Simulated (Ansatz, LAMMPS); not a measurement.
## Glassy 40SiO2-28Al2O3-16Li2O-16SrO (mol %) (85 atoms): a short ab initio trajectory

Wanted: a short trajectory of glassy 40SiO2-28Al2O3-16Li2O-16SrO (mol %) (85 atoms) with its pair distributions.

Method: Kohn-Sham DFT, PBE, PAW (set soft_2), plane waves, in Ansatz 0.2.0.

## (1) Set-up

The cell holds 85 atoms: 10 Si, 14 Al, 8 Li, 4 Sr and 49 O. Cell: a = 10.152 Å, b = 10.152 Å, c = 10.152 Å, α = 90.0°, β = 90.0°, γ = 90.0°. 85 atoms (10 Si, 14 Al, 8 Li, 4 Sr, 49 O) placed at random at 2.93 g/cm³, melted at 4000 K for 10 ps at fixed volume with the Morse and Coulomb pair potential with partial charges (Pedone, Malavasi, Menziani, Cormack and Segre, J. Phys. Chem. B 110, 11780 (2006)). Quenched from 4000 K to 300 K at 6 K/ps and fixed volume, held 5 ps, then minimised at fixed cell.

What the set-up can't give: The quench rate of 6 K/ps is many orders above laboratory rates, so the cell is likely richer in defects and strain than a real sample. The starting topology of bonds comes from the classical model. Sampling is at Γ alone, for a cell whose shortest periodic width is 10 Å.

## (2) Dynamics started at 600 K

Without a thermostat the total energy must stay constant, which tests forces and time step. The time step is 1.0 fs.

Input file input.yaml:

```yaml
crystal:
  lattice:
    - [10.1517, 0.0, 0.0]
    - [0.0, 10.1517, 0.0]
    - [0.0, 0.0, 10.1517]
  atoms:
    - { symbol: Si, position: [0.60666, 0.44243, 0.51993] }
    - { symbol: Si, position: [0.16308, 0.00506, 0.88702] }
    - { symbol: Si, position: [0.7958, 0.18236, 0.75896] }
    - { symbol: Si, position: [0.51736, 0.11611, 0.27874] }
    [... 75 atom lines left out ...]
    - { symbol: O, position: [0.02942, 0.46923, 0.84251] }
    - { symbol: O, position: [0.66891, 0.30145, 0.06686] }
    - { symbol: O, position: [0.44854, 0.02621, 0.39253] }
    - { symbol: O, position: [0.94483, 0.22947, 0.75315] }
    - { symbol: O, position: [0.76203, 0.40629, 0.49909] }
    - { symbol: O, position: [0.8924, 0.11487, 0.1638] }
kpoints:
  mp_grid: { grid: [1, 1, 1] }
hamiltonian:
  xc: pbe
scf:
  occupations: { method: fixed }
output:
  forces: true
md:
  timestep: 1.0
  n_steps: 334
  ensemble: nve
  temperature: 600
  initial_velocities: maxwell_boltzmann
  seed: 4912
```

On the command line:

```
$ ansatz run input.yaml --threads 4 --pin off --max-ram 8192MiB --backend cpu --events-out ev --progress --plain --runs-dir out
```

Run time: 41 min. Hardware: 4 threads of Arm Neoverse N1, shared host; peak memory 1.3 GiB.

The program notes that it switched symmetry off.

The trajectory, sampled:

```tsv
time (fs)	T (K)	potential (meV/atom)	conserved (meV/atom)
0.0	600	0.0	0.00
22.0	483	15.0	0.04
45.0	442	20.2	0.06
67.0	464	17.4	0.06
89.0	503	12.4	0.04
111.0	441	20.3	0.06
134.0	472	16.5	0.05
156.0	472	16.4	0.05
178.0	418	23.3	0.08
200.0	440	20.5	0.07
223.0	497	13.2	0.03
245.0	438	20.7	0.06
267.0	434	21.3	0.08
289.0	477	15.8	0.04
312.0	441	20.3	0.07
334.0	434	21.3	0.09
```

Mean square displacement from the first frame to the last: Si 0.022 Å², Al 0.021 Å², Li 0.11 Å², Sr 0.039 Å², O 0.037 Å².

Table of mean square displacement by time lag:

```tsv
time lag (fs)	Al (Å²)	Li (Å²)	O (Å²)	Si (Å²)	Sr (Å²)
1.0	4.3e-5	2.1e-4	6.9e-5	4.2e-5	1.1e-5
7.0	0.00199	0.00980	0.00321	0.00195	5.2e-4
14.0	0.00702	0.0361	0.0112	0.00648	0.00202
21.0	0.0130	0.0714	0.0207	0.0111	0.00438
28.0	0.0183	0.108	0.0294	0.0144	0.00745
35.0	0.0219	0.139	0.0372	0.0168	0.0111
42.0	0.0244	0.163	0.0446	0.0192	0.0151
49.0	0.0267	0.180	0.0514	0.0217	0.0194
56.0	0.0293	0.193	0.0572	0.0242	0.0240
63.0	0.0322	0.205	0.0618	0.0267	0.0286
70.0	0.0350	0.217	0.0660	0.0294	0.0331
77.0	0.0370	0.231	0.0703	0.0325	0.0376
84.0	0.0380	0.244	0.0744	0.0353	0.0417
90.0	0.0381	0.254	0.0775	0.0370	0.0450
97.0	0.0380	0.264	0.0804	0.0384	0.0484
104.0	0.0382	0.272	0.0829	0.0398	0.0514
111.0	0.0390	0.277	0.0854	0.0417	0.0538
118.0	0.0400	0.280	0.0877	0.0435	0.0558
125.0	0.0410	0.282	0.0896	0.0446	0.0573
132.0	0.0417	0.284	0.0906	0.0448	0.0584
139.0	0.0421	0.285	0.0908	0.0447	0.0593
146.0	0.0426	0.284	0.0907	0.0448	0.0600
153.0	0.0431	0.281	0.0905	0.0451	0.0605
160.0	0.0437	0.276	0.0900	0.0452	0.0610
167.0	0.0440	0.269	0.0891	0.0451	0.0616
```

Over the second half of 334 fs the temperature averages 459 K with swings of 29 K r.m.s. The conserved energy stays within 0.09 meV/atom. From first frame to last Li has the largest mean square displacement, 0.11 Å² at the end; the farthest move is 0.49 Å. The mean temperature of 459 K lies well off the 600 K of the input: without a thermostat, part of the starting kinetic energy flows into potential energy (about half from a start near a minimum). The count of bonds goes from 154 in the first frame to 155 in the last, by one set of cutoffs: 3 pairs passed out of them and 4 came within. The run spans 0.33 ps, too short for its means to be equilibrium values.

## (3) Distances and neighbours late in the run

The g(r) is a mean over the second half; what follows it is taken at the last frame.

Density 2.93 g/cm³, 12.31 Å³ an atom.

Mean of 13 frames. Pair distribution functions g(r), in bins of 0.2 Å:

```tsv
r (Å)	total	O-O	O-Al	O-Si	O-Li	O-Sr	Al-Al
1.50	0.32	0.00	0.00	2.36	0.00	0.00	0.00
1.70	2.80	0.00	6.98	10.10	1.00	0.00	0.00
1.90	1.07	0.00	3.58	0.08	3.50	0.00	0.00
2.10	0.27	0.00	0.12	0.00	2.26	0.00	0.00
2.30	0.15	0.01	0.04	0.00	0.62	1.15	0.00
2.50	0.59	0.81	0.04	0.00	0.57	3.48	0.10
2.70	1.32	2.92	0.10	0.00	0.65	2.12	0.51
2.90	1.29	2.39	0.16	0.04	0.80	1.41	1.76
3.10	1.33	1.63	0.62	0.33	0.95	0.66	3.09
3.30	1.03	0.99	0.84	0.70	0.92	0.28	1.27
3.50	0.83	0.77	0.92	1.23	0.81	0.24	0.67
3.70	0.91	0.66	1.15	1.42	1.01	0.86	0.10
3.90	1.02	0.51	1.39	1.66	1.26	0.82	0.84
4.10	1.05	0.51	1.68	1.67	1.30	1.04	0.25
4.30	1.17	0.68	1.79	1.54	1.54	1.11	0.98
4.50	1.11	0.80	1.41	1.33	1.28	1.17	1.54
4.70	0.95	0.96	0.90	0.91	1.01	1.27	0.83
4.90	0.93	1.34	0.47	0.67	0.70	1.27	1.01
```

Bonds by pair of elements; cutoffs follow the first minimum of g(r), held within bounds set by covalent radii, and pairs that aren't listed don't count as bonded:

```tsv
pair A-B	cutoff (Å)	bonds	mean length (Å)	spread (Å)	shortest (Å)	B about A	A about B
O-Al	2.23	56	1.79	0.076	1.68	1.14	4
O-Si	2.16	40	1.64	0.047	1.54	0.816	4
O-Li	2.38	29	2.03	0.164	1.74	0.592	3.62
O-Sr	3.43	30	2.70	0.284	2.28	0.612	7.5
```

How many atoms have how many bonded neighbours:

```tsv
element	mean	2	3	4	5	6	8
Al	4	0	0	14	0	0	0
Li	3.62	0	3	5	0	0	0
O	3.16	6	30	12	1	0	0
Si	4	0	0	10	0	0	0
Sr	7.5	0	0	0	0	1	3
```

Bond angles, per cent of each kind in bins of 5°:

```tsv
angle (°)	O-Sr-O	O-Al-O	O-Si-O	O-Li-O	Al-O-Li
50–55	2.0	0.0	0.0	0.0	0.0
55–60	4.0	0.0	0.0	0.0	0.0
60–65	7.1	0.0	0.0	2.6	0.0
65–70	6.1	0.0	0.0	0.0	0.0
70–75	8.1	0.0	0.0	0.0	0.0
75–80	8.1	0.0	0.0	5.1	3.2
80–85	3.0	0.0	0.0	5.1	3.2
85–90	7.1	2.4	0.0	5.1	16.1
90–95	6.1	7.1	0.0	5.1	12.9
95–100	5.1	4.8	6.7	15.4	9.7
100–105	2.0	11.9	15.0	20.5	6.5
105–110	5.1	27.4	41.7	5.1	16.1
110–115	3.0	23.8	20.0	10.3	6.5
115–120	5.1	10.7	8.3	5.1	9.7
120–125	5.1	7.1	8.3	2.6	0.0
125–130	4.0	2.4	0.0	5.1	6.5
130–135	2.0	1.2	0.0	0.0	0.0
135–140	2.0	1.2	0.0	5.1	0.0
140–145	3.0	0.0	0.0	2.6	0.0
145–150	4.0	0.0	0.0	2.6	6.5
150–155	5.1	0.0	0.0	0.0	0.0
155–160	3.0	0.0	0.0	2.6	0.0
160–165	0.0	0.0	0.0	0.0	3.2
```

Bond angles (no mean is given where the spread exceeds 20°):

```tsv
angle	count	mean (°)	spread (°)
O-Sr-O	99	-	-
O-Al-O	84	109	9.1
O-Si-O	60	109	6.1
O-Li-O	39	106	19.8
Al-O-Li	31	106	19.4
```

Oxygen atoms by the number of network formers (Si, P, Ge, B, Al, As, Ga) bound to them:

```tsv
network formers bound to O	O atoms	per cent
0	0	0
1	5	10.2
2	41	83.7
3	3	6.1
```

Network units: each former by its oxygen neighbours and how many of them bridge to another former:

```tsv
former	O neighbours	bridging O	atoms
Si	4	3	5
Si	4	4	5
Al	4	4	14
```

Bond length by coordination (bonds to H left out):

```tsv
element	coordination	atoms	mean bond length (Å)
Li	3	3	1.98
Li	4	5	2.04
O	2	6	1.68
O	3	30	1.95
O	4	12	2.09
O	5	1	2.00
Sr	6	1	2.66
Sr	8	3	2.71
```

Rings of the network by King's shortest-path rule, up to 12 atoms, one path for each pair of neighbours; H, halogens, alkali and alkaline-earth atoms are left out, and the last column divides by all other atoms, bonded or not:

```tsv
ring size (atoms)	rings	per network atom
4	1	0.014
8	9	0.123
10	8	0.11
12	13	0.178
```

For some of the pairs, g(r) has its first main peak near 2.7 Å (O-O), 1.8 Å (O-Al), 1.6 Å (O-Si), 1.9 Å (O-Li), 2.5 Å (O-Sr) and 3.0 Å (Al-Al). With the cutoffs above, all Al atoms have 4, 62 % of Li atoms have 4, 61 % of O atoms have 3 and all Si atoms have 4 bonded neighbours. 84 % of the oxygens bridge two formers (Si and Al) and 10 % are non-bridging; 6 % join three. The commonest Al unit has 4 oxygens, 4 of them shared with other formers (14 of 14 atoms). Rings of 12 atoms are the most common (42 % of those counted); sizes run from 4 to 12, where the search stops.

## (4) Single point at the last frame

The last frame is solved again with fuller output, to read the electronic structure of a thermally displaced geometry.

Input file input.yaml:

```yaml
crystal:
  lattice:
    - [10.1517, 0.0, 0.0]
    - [0.0, 10.1517, 0.0]
    - [0.0, 0.0, 10.1517]
  atoms:
    - { symbol: Si, position: [0.60109, 0.457, 0.5095] }
    - { symbol: Si, position: [0.15565, 0.9958, 0.8952] }
    - { symbol: Si, position: [0.79396, 0.16433, 0.76216] }
    - { symbol: Si, position: [0.51326, 0.12202, 0.28478] }
    [... 75 atom lines left out ...]
    - { symbol: O, position: [0.0249, 0.45672, 0.82366] }
    - { symbol: O, position: [0.66514, 0.29287, 0.08518] }
    - { symbol: O, position: [0.4408, 0.00774, 0.38207] }
    - { symbol: O, position: [0.94844, 0.20519, 0.73565] }
    - { symbol: O, position: [0.76122, 0.42029, 0.4893] }
    - { symbol: O, position: [0.8909, 0.10134, 0.16693] }
kpoints:
  mp_grid: { grid: [1, 1, 1] }
hamiltonian:
  xc: pbe
scf:
  occupations: { method: fixed }
output:
  forces: true
  stress: true
  populations: true
  dos:
    method: { smearing: { sigma: 0.15 } }
    de: 0.1
    projected: { site_lists: { Al: [Al], Li: [Li], O: [O], Si: [Si], Sr: [Sr] } }
  eigenvalues: true
  write_density: true
  write_potential: true
  volumetric_format: npy
  elf: true
```

Run time: 25 s. Hardware: 4 threads; peak memory 1.3 GiB.

Read from the output:

- free energy: -57609.8697 eV
- free energy per atom: -677.7632 eV/atom
- SCF cycles: 9
- pressure: 1.676 GPa
- r.m.s. force component: 1.012 eV/Å
- longest force: 3.864 eV/Å
- Fermi energy: 4.763 eV
- gap (highest filled to lowest empty level): 3.277 eV
- spilling of the projection: 0.01121

Neighbours are counted within 2.23 Å (O-Al), 2.16 Å (O-Si), 2.38 Å (O-Li), 3.43 Å (O-Sr), the cutoffs taken from the dynamics.

Length of the force by element and coordination:

```tsv
element	coordination	atoms	mean length of the force (eV/Å)	spread	least	most
Al	all	14	1.74	0.708	0.714	3.19
Li	all	8	0.709	0.296	0.240	1.23
Li	3	3	0.532	0.206	0.240	0.678
Li	4	5	0.816	0.290	0.392	1.23
O	all	49	1.45	0.826	0.141	3.53
O	2	6	1.58	0.684	0.650	2.75
O	3	30	1.52	0.874	0.141	3.53
O	4	12	1.30	0.718	0.335	3.01
O	5	1	0.437	0	0.437	0.437
Si	all	10	2.42	0.985	0.751	3.86
Sr	all	4	0.773	0.298	0.429	1.25
Sr	6	1	0.718	0	0.718	0.718
Sr	8	3	0.791	0.342	0.429	1.25
```

Löwdin charges by element and coordination (they lack the spilled electrons, 0.058 e an atom on average):

```tsv
element	coordination	atoms	mean charge (e)	spread	least	most
Al	all	14	1.28	0.0315	1.20	1.32
Li	all	8	0.815	0.011	0.799	0.828
Li	3	3	0.810	0.0075	0.803	0.821
Li	4	5	0.817	0.012	0.799	0.828
O	all	49	-0.887	0.0614	-1.01	-0.778
O	2	6	-0.82	0.0154	-0.847	-0.795
O	3	30	-0.881	0.0588	-1.01	-0.778
O	4	12	-0.933	0.0469	-0.995	-0.865
O	5	1	-0.895	0	-0.895	-0.895
Si	all	10	1.66	0.0338	1.60	1.71
Sr	all	4	1.86	0.0073	1.85	1.87
Sr	6	1	1.86	0	1.86	1.86
Sr	8	3	1.86	0.0082	1.85	1.87
```

Density of states as counts of states in windows of 1 eV (from the Fermi level), total and the larger projections:

```tsv
from (eV)	to (eV)	total	O p
-14	-10	0.0	0.0
-10	-9	0.1	0.1
-9	-8	9.3	6.2
-8	-7	7.2	5.1
-7	-6	20.2	15.1
-6	-5	28.3	21.6
-5	-4	41.1	33.3
-4	-3	53.1	46.4
-3	-2	62.1	57.6
-2	-1	57.0	54.3
-1	0	14.8	14.1
0	1	0.7	0.7
1	3	0.0	0.0
3	4	2.0	0.0
4	5	3.2	0.4
```

With fixed occupations the program's Fermi level is the highest filled level; weight inside the gap is the broadening of levels at its edges.

Between -26 and -14 eV lie 122 more states.

The stored curve holds about 416 of the 440 electrons; the rest, give or take the few that broadening carries across the Fermi level, lie in deeper levels below its range.

The levels nearest the highest filled one (over half full), pooled over k-points and spins:

```tsv
level less the highest filled one (eV)	occupation
-0.707	2
-0.643	2
-0.511	2
-0.390	2
-0.300	2
0	2
3.28	0
4.75	0
5.03	0
5.19	0
5.28	0
5.39	0
```

Mean Löwdin charges: Al +1.28, Li +0.81, O -0.89, Si +1.66, Sr +1.86 e (they miss 1.1 % of the electrons, so they add up to more than the cell's charge).

## (5) What came out

| Property | Result |
| --- | --- |
| mean temperature, second half | 459 K |
| temperature swing, second half | 29.22 K |
| slope of the conserved energy against time, by least squares | -0.0121 meV/atom/ps |
| free energy per atom | -677.7632 eV/atom |
| pressure | 1.676 GPa |
| r.m.s. force component | 1.012 eV/Å |
| gap (highest filled to lowest empty level) | 3.277 eV |
| wall time of the 2 DFT runs | 41 min |

What this shows: Over the second half of 334 fs the temperature averages 459 K with swings of 29 K r.m.s. The conserved energy stays within 0.09 meV/atom. The mean temperature of 459 K lies well off the 600 K of the input: without a thermostat, part of the starting kinetic energy flows into potential energy (about half from a start near a minimum). The count of bonds goes from 154 in the first frame to 155 in the last, by one set of cutoffs: 3 pairs passed out of them and 4 came within. The run spans 0.33 ps, too short for its means to be equilibrium values. With the cutoffs above, all Al atoms have 4, 62 % of Li atoms have 4, 61 % of O atoms have 3 and all Si atoms have 4 bonded neighbours. 84 % of the oxygens bridge two formers (Si and Al) and 10 % are non-bridging; 6 % join three.

Between filled and empty levels lie 3.28 eV (at Γ alone); a semilocal functional tends to put such gaps too low. In a disordered cell it changes from sample to sample, and tail or defect levels can set it.

What to keep in mind: The network of bonds at the start is that of the classical potential that made the cell; in DFT 3 of its 154 bonded pairs passed out of the cutoffs and 4 came within them. The pressure of 1.7 GPa is that of one thermal frame at a volume set beforehand, without the kinetic term.

[Logs are printed without paths, hosts, clocks, repeated set-up lines and the standing remarks that a program may print on its own settings, such as how far it seeks lower states.]

[Hosts, paths, dates, database ids (printed as entryN), source tags and the programs' standing remarks are cut or masked in the printed files.]
